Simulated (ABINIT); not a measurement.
An input for ABINIT 10.8.3 (LiBiB2O6 (R-3)):

```
acell 3*1.0 Angstrom
rprim 
  2.439250647883 1.408302018200 5.224968345293
  -2.439250647883 1.408302018200 5.224968345293
  0.000000000000 -2.816604036329 5.224968345313
ntypat 4
znucl 3 5 83 8
natom 10
typat 1 2 2 3 4 4 4 4 4 4
xred 
  0.500000000000 0.500000000000 0.500000000000
  0.254532000000 0.254532000000 0.254532000000
  0.745468000000 0.745468000000 0.745468000000
  -0.000000000000 -0.000000000000 0.000000000000
  0.031291000000 0.463879000000 0.746058000000
  0.536121000000 0.253942000000 0.968709000000
  0.253942000000 0.968709000000 0.536121000000
  0.746058000000 0.031291000000 0.463879000000
  0.463879000000 0.746058000000 0.031291000000
  0.968709000000 0.536121000000 0.253942000000
pp_dirpath "pseudos"
pseudos "Li.upf, B.upf, Bi.upf, O.upf"
ecut 36
ngkpt 2 2 2
nshiftk 1
shiftk 0 0 0
kptopt 1
chksymbreak 0
istwfk *1
occopt 1
irdwfk 1
optdriver 3
nband 66
ecuteps 3.2
inclvkb 2
awtr 1
symchi 1
indata_prefix "in"
outdata_prefix "out"
tmpdata_prefix "tmp"
```

```sh
OMP_NUM_THREADS=1 mpirun -n 4 abinit run.abi > log
```

Estimate wall time and host memory on 4 MPI ranks of Intel Xeon 6975P-C (Granite Rapids), shared host.

It took 16 s; on shared hardware allow 7.8 s to 31 s. Peak host memory was 1.3 GiB.

[Long decimals in the printed logs are rounded to 6 places.]

[Logs are printed without paths, hosts, clocks, repeated set-up lines and the standing remarks that a program may print on its own settings, such as how far it seeks lower states.]

[Paths, hosts, dates, memory and timing lines, banners, echoed tables and standing remarks are left out of the program output; an Ansatz launch command may be rebuilt from the run's recorded settings. Measured values are a selection of at most five: reports struck by readers or far from the other reports are left out. None is set beside runs whose start may be inverted or whose files or cutoffs have a known fault.]

[Runs of the session that timed out or met a known fault of the program may be left out.]

[Hosts, paths, dates, database ids (printed as entryN), source tags and the programs' standing remarks are cut or masked in the printed files.]

[G0W0 gaps are taken among the corrected bands and points alone; a level outside them can change the order at an edge.]

[Where Ansatz stands beside ABINIT at settings called matched, ABINIT's density can come from a denser mesh and the files from another edition; pairs whose starting gaps differed by over 0.03 eV were left out, so agreement reads better than it is.]
